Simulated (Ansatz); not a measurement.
**BaTiO3 (P4mm): given cell or relaxed cell?**

Aim: gaps of BaTiO3 (P4mm) at the database cell and after a full relaxation.

Calculated with Ansatz 0.2.0; PBE, HSE06 and G0W0, plane waves, PAW.

### Step 1. Set-up

The structure is tetragonal, space group P4mm (No. 99). Conventional cell: a = 3.990 Å, b = 3.990 Å, c = 4.023 Å, α = 90.00°, β = 90.00°, γ = 90.00°. Nearest to Ba lie 12 O at 2.80 to 2.87 Å. Ti has 6 O at 1.84 to 2.18 Å nearest. Nearest to O lie 2 Ti at 1.84 to 2.18 Å and 4 Ba at 2.82 Å. Nearest to O lie 2 Ti at 2.00 Å and 4 Ba at 2.80 to 2.87 Å. Farther neighbours and most contacts between anions are not listed.

The cell and positions come from the Crystallography Open Database and are kept as given unless a step says otherwise. Spin-orbit coupling is left out unless a step names it. The default PAW set here is soft_2. Its files were made with PBE.

### Step 2. PBE bands at the given cell

Levels along a band path, at the cheap level, show where the edges lie and whether the meshes to come will hold them.

This step: DFT, PBE, plane waves, PAW.

The input, input.yaml:

```yaml
crystal:
  lattice:
    - [3.99048, 0.0, 0.0]
    - [0.0, 3.99048, 0.0]
    - [0.0, 0.0, 4.02303]
  atoms:
    - { symbol: Ba, position: [0.0, 0.0, 0.0] }
    - { symbol: Ti, position: [0.5, 0.5, 0.522] }
    - { symbol: O, position: [0.5, 0.5, 0.979] }
    - { symbol: O, position: [0.5, 0.0, 0.488] }
    - { symbol: O, position: [0.0, 0.5, 0.488] }
kpoints:
  mp_grid: { grid: [6, 6, 6] }
  band_path:
    path:
      - [[0.0, 0.0, 0.0], [0.0, 0.5, 0.0], [0.5, 0.5, 0.0], [0.0, 0.0, 0.0], [0.0, 0.0, 0.5], [0.0, 0.5, 0.5], [0.5, 0.5, 0.5], [0.0, 0.0, 0.5]]
      - [[0.0, 0.5, 0.0], [0.0, 0.5, 0.5]]
      - [[0.5, 0.5, 0.0], [0.5, 0.5, 0.5]]
    npoints: 10
hamiltonian:
  xc: pbe
scf:
  occupations: { method: fermi_dirac, width: 0.02 }
  n_extra_bands: 5
output:
  eigenvalues: true
  forces: true
  stress: true
  write_density: true
  write_potential: true
  elf: true
  volumetric_format: npy
```

Run with:

```console
ansatz run input.yaml --threads 3 --pin off --max-ram 92160MiB --backend cuda --events-out ev --progress --plain --runs-dir out --devices 1 --max-vram 13GiB
```

Numbers of over 12 decimals in the logs are rounded to 6 here.

The log of the run:

```text
scf.n_extra_bands = 5 over 20 filled bands (N_el = 40.0): the run solves 25 bands
GPUs: using 1 of 1 available (devices: 1).
Engine: ansatz 0.2.0, x86_64-unknown-linux-gnu
Pseudopotentials: kind: paw
Pseudopotential: Ba, paw, valence charge 10, recommended cutoff 420 eV (normal), Ba.paw.azcp
Pseudopotential: Ti, paw, valence charge 12, recommended cutoff 420 eV (normal), Ti.paw.azcp
Pseudopotential: O, paw, valence charge 6, recommended cutoff 420 eV (normal), O.paw.azcp
Functional definition: PBE
  parameter kappa = 0.804
  parameter beta = 0.066725
  exchange = pbe_x(kappa = kappa, mu = beta*pi^2/3)
  correlation = pbe_c(beta = beta)
device memory: the entry about to start is reckoned to put 1.7 GiB on a device that reports 58.4 GiB free (of which the cap on the GPU budget leaves the run 13.0 GiB)
GPU FFT provider: cuFFT
GPU libraries: cuBLAS 13.8.2, cuFFT 12.4.0, cuSOLVER 12.3.4
Crystal: 5 atoms, lattice volume = 64.062 Å³
Basis set: ecut = 420 eV, 1245 PW (Γ), exchange–correlation on 54×54×54 points (8 copies of the dense FFT grid, shifted against one another)
Bands: 25, of which v1, the nominal top of the filled ones, is band 20 counted from 1 (19 counted from 0)
Symmetry: 8 space group operations
Space group: P4mm (ITA 99), of the structure as read, at distance tolerance 4.0e-5 Å
k-points: 40 of 216 (time reversal used)
Non-local potential: Ba, projectors of the file, l = 0: 3, l = 1: 2, l = 2: 2, l = 3: 2
Non-local potential: Ti, projectors of the file, l = 0: 3, l = 1: 2, l = 2: 3, l = 3: 1
Non-local potential: O, projectors of the file, l = 0: 2, l = 1: 2, l = 2: 1
PAW form: soft (Blöchl's): semilocal exchange-correlation on the pseudo side does not see the compensation charge
PAW one-centre angular grid: Ba, 194 points (default); XC on 64 Gauss nodes
PAW one-centre angular grid: Ti, 590 points (default); XC on 64 Gauss nodes
PAW one-centre angular grid: O, 110 points (default); XC on 64 Gauss nodes
Initial density: superposition of atomic densities (neutral atoms: chi_scale 0, normalization atom), corrected by the library's trained network
Initial wavefunctions: pseudopotential atomic-orbital guess
GPU buffer pool allocated for 19683 grid points (all kernels)
GPU transforms: local potential and band sums: pruned to the plane-wave sphere, on 27×27×27
Functional: x = pbe(κ = 0.804, μ = 0.219515), c = pbe(β = 0.066725)
SCF iter   1: F=—  HF=-10159.578649 eV  |F-HF|=—  |Δ(HF+E_count)|=         —  Δρ=1.54e-3  dr2=8.80e-4  ethr=1.77e-3  ⟨swp⟩=6.4  Hψ=5048  notcnv=0
preconditioner: auto → Resta (q_TF=auto, 2.522 Å⁻¹)  ε∞=5.8  [insulator: Δε(μ)=1.844 eV  Ē_g=12.015 eV  σ=0.020 eV  W_gap=1.00  n_scr=18 (ndim 8)  ℏωp=26.2 eV  f_vac=0.000  D(μ)=0.00/eV (n_scr^D=0)  ε∞_Penn≈5.8]
SCF iter   2: F=—  HF=-10159.578930 eV  |F-HF|=—  |Δ(HF+E_count)|=   2.81e-4  Δρ=7.62e-4  dr2=2.32e-4  ethr=2.20e-6  ⟨swp⟩=2.0  Hψ=2125  notcnv=0  defer=9
SCF iter   3: F=—  HF=-10159.579157 eV  |F-HF|=—  |Δ(HF+E_count)|=   2.27e-4  Δρ=1.13e-4  dr2=1.29e-5  ethr=5.80e-7  ⟨swp⟩=2.8  Hψ=1639  notcnv=0  defer=9
SCF iter   4: F=—  HF=-10159.578600 eV  |F-HF|=—  |Δ(HF+E_count)|=   5.57e-4  Δρ=4.55e-5  dr2=1.52e-6  ethr=3.22e-8  ⟨swp⟩=2.1  Hψ=1698  notcnv=0  defer=9
iter 5 did not close the SCF: its close was put off for the readings that it lacked (scf_convergence_deferred on its scf_iter line)
SCF iter   5: F=-10159.578600 eV  HF=-10159.578600 eV  |F-HF|=3.88e-8  |Δ(HF+E_count)|=   5.02e-8  Δρ=1.53e-5  dr2=9.69e-8  ethr=3.80e-9  ⟨swp⟩=2.4  Hψ=1701  notcnv=0  defer=9
SCF iter   6: F=-10159.578600 eV  HF=-10159.578600 eV  |F-HF|=1.29e-10  |Δ(HF+E_count)|=   1.30e-8  Δρ=4.27e-6  dr2=7.67e-9  ethr=2.42e-10  ⟨swp⟩=10.2  Hψ=7403  notcnv=0
SCF 1 converged in 6 iterations: F = -10159.578600 eV  dr2 = 7.67e-9
[...]
device memory: the entry about to start is reckoned to put 2.1 GiB on a device that reports 57.7 GiB free (of which the cap on the GPU budget leaves the run 13.0 GiB)
NSCF: frozen V_eff on 93 k-points, pencils in batches of 32, up to order 112
SCF converged after 6 iterations
Free energy (F): -10159.578600 eV
Harris-Foulkes:  -10159.578600 eV  (|F-HF|=1.29e-10)
Internal energy: -10159.578600 eV  (E = F + TS)
E sigma→0 (E₀):  -10159.578600 eV
Fermi energy:    11.336806 eV
--- Per-component energies (eV) ---
  E_band       = -138.952005
  E_kinetic    = 971.278221
  E_local      = -2105.596284  (includes V_loc(G=0)·N_el)
  E_nonlocal   = 203.744565
  E_hartree    = 823.734011
  E_xc         = -491.772009
  E_vxc        = -546.546371  (∫ρ·V_xc dr)
  E_paw        = -6744.797989  (= ΣΔE_a)
  E_vpaw       = -309.310149  (= ΣTr[D̂ρ^β])
  E_aug_tail   = 0.007466  (compensation charges beyond the density's cutoff)
  E_ewald      = -2816.176581
  E_smearing   = -0.000000  (= −TS)
  E_closure    = -0.000000  (closes the sum)
  Σ components = -10159.578600   (vs F -10159.578600, Δ=0.00e0)
--- Forces (eV/Å), atoms counted from 1 ---
  atom   1  Ba     0.00000000    -0.00000000     0.14856977
  atom   2  Ti    -0.00000000    -0.00000000    -0.18995691
  atom   3  O     -0.00000000    -0.00000000     0.01296160
  atom   4  O      0.00000000     0.00000000     0.01420213
  atom   5  O     -0.00000000     0.00000000     0.01420213
  max |Σ_I F_I| component: 2.13e-5 eV/Å
--- Stress (GPa, compression-positive) ---
        3.223470       0.000000       0.000000
        0.000000       3.223470       0.000000
        0.000000       0.000000       5.505342
  P = ⅓ Tr σ = 3.9841 GPa (39.841 kbar)
--- Band table (eV; the first three rows and the last of 40) ---
  k-point 0: bands = [... 16 lower, 9.2044, 9.9809, 10.0554, 10.0554, 12.2620, 12.6279, 12.6279, 14.5091, ... 1 higher]
  k-point 1: bands = [... 16 lower, 8.9935, 9.4921, 9.9674, 9.9674, 12.2933, 13.0233, 13.0233, 14.5071, ... 1 higher]
  k-point 2: bands = [... 16 lower, 8.6260, 8.7787, 9.7986, 9.7986, 12.3579, 13.7377, 13.7377, 14.5067, ... 1 higher]
  k-point 39: bands = [... 16 lower, 8.0171, 10.2246, 10.2246, 10.4006, 14.6437, 14.6550, 14.6550, 16.9137, ... 1 higher]
```

It took 9.7 s on 1 × NVIDIA H100 80GB HBM3 (shared by 6 runs) with 3 threads of AMD EPYC 7R13 (Zen 3), shared host; peak memory 0.96 GiB; 5.4 s of CPU time.

The column dr2 measures how far the density is from self-consistency, as an energy; F and HF (Harris–Foulkes) agree once it is small.

This step gave:

| Item | Value |
| --- | --- |
| pressure | 3.984 GPa |
| filled bands | 20 |
| gap | 1.861 eV |
| valence top at | A |
| conduction bottom at | Γ |
| least direct gap | 2.207 eV |

The gap is indirect, with the least direct gap 0.35 eV higher.

### Step 3. Relaxing cell and ions

Gaps follow bond lengths, so the structure is brought to rest first.

input.yaml, the sections that differ from step 2:

```yaml
kpoints:
  mp_grid: { grid: [6, 6, 6] }
scf:
  occupations: { method: fermi_dirac, width: 0.02 }
relax:
  f_tol: 0.01
  max_steps: 60
  cell: {}
# crystal, hamiltonian: as in step 2
# output: removed
```

The log of the run:

```text
GPUs: using 1 of 1 available (devices: 1).
[...]
GPU FFT provider: cuFFT
GPU libraries: cuBLAS 13.8.2, cuFFT 12.4.0, cuSOLVER 12.3.4
Crystal: 5 atoms, lattice volume = 64.062 Å³
Basis set: ecut = 420 eV, 1245 PW (Γ), exchange–correlation on 54×54×54 points (8 copies of the dense FFT grid, shifted against one another)
Bands: 25, of which v1, the nominal top of the filled ones, is band 20 counted from 1 (19 counted from 0)
Symmetry: 8 space group operations
[...]
k-points: 40 of 216 (time reversal used)
[...]
GPU buffer pool allocated for 19683 grid points (all kernels)
[...]
SCF iter   1: F=—  HF=-10159.578649 eV  |F-HF|=—  |Δ(HF+E_count)|=         —  Δρ=1.54e-3  dr2=8.80e-4  ethr=1.77e-3  ⟨swp⟩=6.4  Hψ=5047  notcnv=0
[...]
SCF iter   6: F=-10159.578600 eV  HF=-10159.578600 eV  |F-HF|=1.00e-10  |Δ(HF+E_count)|=   1.45e-8  Δρ=4.27e-6  dr2=7.70e-9  ethr=2.42e-10  ⟨swp⟩=3.8  Hψ=3757  notcnv=0
SCF 1 converged in 6 iterations: F = -10159.578600 eV  dr2 = 7.70e-9
[...]
relax step   1: F+E_penalty+E_count = -10159.57860021 eV  Δ(F+E_penalty+E_count) = +0.000e0 eV  max|allowed force component| = 1.900e-1 eV/Å  Δτ_max = 0.0000 Å  P = +3.984 GPa  Ω = 64.062 Å³  (6 SCF iters, dr2 threshold 1.00e-7 eV, accepted)
[... from here on, the SCF cycles and remarks between the steps are left out, and one step in 2 is shown ...]
relax step   2: F+E_penalty+E_count = -10159.58048120 eV  Δ(F+E_penalty+E_count) = -1.881e-3 eV  max|allowed force component| = 5.317e-1 eV/Å  Δτ_max = 0.0769 Å  P = -0.359 GPa  Ω = 65.925 Å³  energy of the carried Pulay correction = -6.257e-3 eV  (6 SCF iters, dr2 threshold 5.00e-7 eV, accepted)
relax step   4: F+E_penalty+E_count = -10159.60090288 eV  Δ(F+E_penalty+E_count) = -1.911e-3 eV  max|allowed force component| = 1.703e-1 eV/Å  Δτ_max = 0.0080 Å  P = -0.043 GPa  Ω = 65.721 Å³  energy of the carried Pulay correction = -5.583e-3 eV  (6 SCF iters, dr2 threshold 5.00e-7 eV, accepted)
relax step   6: F+E_penalty+E_count = -10159.60629260 eV  Δ(F+E_penalty+E_count) = -1.983e-3 eV  max|allowed force component| = 8.729e-2 eV/Å  Δτ_max = 0.0228 Å  P = +0.057 GPa  Ω = 66.376 Å³  energy of the carried Pulay correction = -7.747e-3 eV  (6 SCF iters, dr2 threshold 5.00e-7 eV, accepted)
relax step   8: F+E_penalty+E_count = -10159.60662921 eV  Δ(F+E_penalty+E_count) = +2.808e-4 eV  max|allowed force component| = 3.798e-2 eV/Å  Δτ_max = 0.0021 Å  P = -0.113 GPa  Ω = 66.410 Å³  energy of the carried Pulay correction = -7.859e-3 eV  (6 SCF iters, dr2 threshold 2.40e-8 eV, rejected (line search))
relax step  10: F+E_penalty+E_count = -10159.61809198 eV  Δ(F+E_penalty+E_count) = -1.121e-2 eV  max|allowed force component| = 1.387e-3 eV/Å  Δτ_max = 0.0000 Å  P = +0.308 GPa  Ω = 66.356 Å³  stress off target by 5.67e-1 GPa  SCF on the basis re-selected at this cell (its energy is not comparable with the rows above)  (6 SCF iters)
relax step  12: F+E_penalty+E_count = -10159.61770294 eV  Δ(F+E_penalty+E_count) = +1.450e-4 eV  max|allowed force component| = 1.516e-3 eV/Å  Δτ_max = 0.0017 Å  P = +0.016 GPa  Ω = 66.698 Å³  energy of the carried Pulay correction = -1.159e-3 eV  (6 SCF iters, dr2 threshold 2.37e-8 eV, accepted)
relax step  14: F+E_penalty+E_count = -10159.61882891 eV  Δ(F+E_penalty+E_count) = +1.115e-4 eV  max|allowed force component| = 2.548e-4 eV/Å  Δτ_max = 0.0011 Å  P = +0.003 GPa  Ω = 66.735 Å³  energy of the carried Pulay correction = -1.247e-4 eV  (6 SCF iters, dr2 threshold 1.32e-8 eV, accepted)
relax step  15: F+E_penalty+E_count = -10159.61892534 eV  Δ(F+E_penalty+E_count) = -9.644e-5 eV  max|allowed force component| = 2.777e-4 eV/Å  Δτ_max = 0.0000 Å  P = +0.004 GPa  Ω = 66.735 Å³  stress off target by 1.33e-2 GPa  SCF on the basis re-selected at this cell (its energy is not comparable with the rows above)  (7 SCF iters)
[...]
SCF converged after 7 iterations
Free energy (F): -10159.618925 eV
[...]
Internal energy: -10159.618925 eV  (E = F + TS)
E sigma→0 (E₀):  -10159.618925 eV
Fermi energy:    10.901787 eV
[...]
--- Forces (eV/Å), atoms counted from 1 ---
  atom   1  Ba    -0.00000000     0.00000000    -0.00010639
  atom   2  Ti     0.00000000    -0.00000000     0.00020304
  atom   3  O      0.00000000    -0.00000000     0.00028077
  atom   4  O      0.00000000     0.00000000    -0.00018099
  atom   5  O     -0.00000000    -0.00000000    -0.00018099
  max |Σ_I F_I| component: 1.54e-5 eV/Å
--- Stress (GPa, compression-positive) ---
       -0.001229      -0.000000       0.000000
       -0.000000      -0.001229       0.000000
        0.000000       0.000000       0.013283
  P = ⅓ Tr σ = 0.0036 GPa (0.036 kbar)
--- Band table (eV; the first three rows and the last of 40) ---
  k-point 0: bands = [... 16 lower, 8.6259, 9.0714, 9.4269, 9.4269, 11.8175, 12.4519, 12.4519, 14.0349, ... 1 higher]
  k-point 1: bands = [... 16 lower, 8.4562, 8.7317, 9.3895, 9.3895, 11.8411, 12.7075, 12.7075, 14.0348, ... 1 higher]
  k-point 2: bands = [... 16 lower, 8.1568, 8.1847, 9.3080, 9.3080, 11.8894, 13.2009, 13.2009, 14.0355, ... 1 higher]
  k-point 39: bands = [... 16 lower, 7.3966, 9.5087, 9.5087, 9.9737, 13.9656, 13.9656, 14.0755, 15.9834, ... 1 higher]
--- Relaxed structure (12 steps of the walk, 11 accepted, 3 SCFs on fresh bases) ---
  F+E_penalty+E_count = -10159.61892534 eV   max|allowed force component| = 2.777e-4 eV/Å   (the final SCF, on the basis selected at the relaxed cell)
  cell:  # Å, volume = 66.7353 Å³
    - [3.985329, 0, 3.400833523965701e-17]
    - [0, 3.985329, 0]
    - [3.42857382869222e-17, 0, 4.201723]
  atoms:
    - { symbol: Ba, position: [2.8758562541264617e-18, 0, 0.014682] }
    - { symbol: Ti, position: [0.5, 0.5, 0.531916] }
    - { symbol: O, position: [0.5, 0.5, 0.963145] }
    - { symbol: O, position: [0.5, 0, 0.483628] }
    - { symbol: O, position: [-8.563119057706401e-19, 0.5, 0.483628] }
```

The job ended after 22 s (1 × NVIDIA H100 80GB HBM3 (shared by 6 runs) with 3 threads; peak memory 0.99 GiB).

Step by step:

```csv
step,energy less that of the first step (eV),largest force component (eV/Å),pressure (GPa),volume (Å³)
1,0.0000,0.1900,3.98,64.06
2,-0.0019,0.5317,-0.36,65.92
3,-0.0204,0.2023,0.12,65.62
4,-0.0223,0.1703,-0.04,65.72
5,-0.0257,0.1190,-0.05,65.94
6,-0.0277,0.0873,0.06,66.38
7,-0.0283,0.0144,0.05,66.33
8,-0.0280,0.0380,-0.11,66.41
9,-0.0283,0.0012,0.02,66.36
10*,-0.0395,0.0014,0.31,66.36
11,-0.0392,0.0027,0.04,66.65
12,-0.0391,0.0015,0.02,66.70
13*,-0.0403,0.0016,0.03,66.70
14,-0.0402,0.0003,0.00,66.74
15*,-0.0403,0.0003,0.00,66.74
```

Relaxation steps marked * repeat the geometry before them on a plane-wave basis chosen anew for their cell, so energy and pressure can jump there. Relaxation step 8 was tried and not accepted.

The run keeps the 8 symmetry operations that it works with, so distortions that break them were not tested.

```csv
"conventional cell, symmetrised",before,after,change
a (Å),3.990,3.985,-0.1 %
b (Å),3.990,3.985,-0.1 %
c (Å),4.023,4.202,+4.4 %
volume (Å³/atom),12.81,13.35,+4.2 %
```

The atoms that moved most (Å, as changes of fractional coordinates times the final cell):

```csv
atom,dx,dy,dz,length
O3,0.000,0.000,-0.067,0.067
Ba1,0.000,0.000,0.062,0.062
Ti2,0.000,0.000,0.042,0.042
O4,0.000,0.000,-0.018,0.018
O5,0.000,0.000,-0.018,0.018
```

Final coordinates:

```cif
data_structure
_symmetry_space_group_name_H-M 'P 1'
_symmetry_Int_Tables_number 1
_cell_length_a 3.9853
_cell_length_b 3.9853
_cell_length_c 4.2017
_cell_angle_alpha 90.000
_cell_angle_beta 90.000
_cell_angle_gamma 90.000
_cell_volume 66.74
loop_
_atom_site_label
_atom_site_type_symbol
_atom_site_fract_x
_atom_site_fract_y
_atom_site_fract_z
_atom_site_occupancy
Ba1 Ba 0.00000 0.00000 0.01468 1
Ti2 Ti 0.50000 0.50000 0.53192 1
O3 O 0.50000 0.50000 0.96315 1
O4 O 0.50000 0.00000 0.48363 1
O5 O 0.00000 0.50000 0.48363 1
```

### Step 4. PBE at the relaxed cell

The input, input.yaml:

```yaml
crystal:
  lattice:
    - [3.9853289947, 0.0, 0.0]
    - [0.0, 3.9853289947, 0.0]
    - [0.0, 0.0, 4.2017232815]
  atoms:
    - { symbol: Ba, position: [0.0, 0.0, 0.0146821874] }
    - { symbol: Ti, position: [0.5, 0.5, 0.5319162272] }
    - { symbol: O, position: [0.5, 0.5, 0.9631450905] }
    - { symbol: O, position: [0.5, 0.0, 0.4836282475] }
    - { symbol: O, position: [0.0, 0.5, 0.4836282475] }
kpoints:
  mp_grid: { grid: [6, 6, 6] }
  band_path:
    path:
      - [[0.0, 0.0, 0.0], [0.0, 0.5, 0.0], [0.5, 0.5, 0.0], [0.0, 0.0, 0.0], [0.0, 0.0, 0.5], [0.0, 0.5, 0.5], [0.5, 0.5, 0.5], [0.0, 0.0, 0.5]]
      - [[0.0, 0.5, 0.0], [0.0, 0.5, 0.5]]
      - [[0.5, 0.5, 0.0], [0.5, 0.5, 0.5]]
    npoints: 10
hamiltonian:
  xc: pbe
scf:
  occupations: { method: fermi_dirac, width: 0.02 }
  n_extra_bands: 5
output:
  eigenvalues: true
  forces: true
  stress: true
```

The log of the run:

```text
[...]
GPUs: using 1 of 1 available (devices: 1).
[...]
GPU FFT provider: cuFFT
GPU libraries: cuBLAS 13.8.2, cuFFT 12.4.0, cuSOLVER 12.3.4
Crystal: 5 atoms, lattice volume = 66.735 Å³
Basis set: ecut = 420 eV, 1303 PW (Γ), exchange–correlation on 54×54×60 points (8 copies of the dense FFT grid, shifted against one another)
[...]
k-point 0: bands = [... 16 lower, 8.6259, 9.0715, 9.4269, 9.4269, 11.8175, 12.4520, 12.4520, 14.0350, ... 1 higher]
  k-point 1: bands = [... 16 lower, 8.4562, 8.7317, 9.3896, 9.3896, 11.8412, 12.7075, 12.7075, 14.0349, ... 1 higher]
  k-point 2: bands = [... 16 lower, 8.1568, 8.1847, 9.3080, 9.3080, 11.8895, 13.2010, 13.2010, 14.0356, ... 1 higher]
  k-point 39: bands = [... 16 lower, 7.3966, 9.5087, 9.5087, 9.9737, 13.9657, 13.9657, 14.0755, 15.9834, ... 1 higher]
[key lines of the parts left out:]
SCF converged after 6 iterations
Free energy (F): -10159.618925 eV
Fermi energy:    10.901833 eV
P = ⅓ Tr σ = 0.0037 GPa (0.037 kbar)
```

It took 4.5 s on 1 × NVIDIA H100 80GB HBM3 (shared by 6 runs) with 3 threads; peak memory 0.96 GiB; 5.3 s of CPU time.

This step gave:

| Item | Value |
| --- | --- |
| pressure | 0.003657 GPa |
| gap | 1.844 eV |
| valence top at | A |
| conduction bottom at | Γ |
| least direct gap | 2.391 eV |

The gap is indirect, with the least direct gap 0.55 eV higher.

[end of part 1 of 2]

[Paths, hosts, dates, memory and timing lines, banners, echoed tables and standing remarks are left out of the program output.]

[Logs are printed without paths, hosts, clocks, repeated set-up lines and the standing remarks that a program may print on its own settings, such as how far it seeks lower states.]

[Runs of the session that timed out or met a known fault of the program may be left out.]

[Cells called generated may have been cut or substituted from an entry of the Crystallography Open Database or the Materials Project.]

[Hosts, paths, dates, database ids (printed as entryN), source tags and the programs' standing remarks are cut or masked in the printed files.]
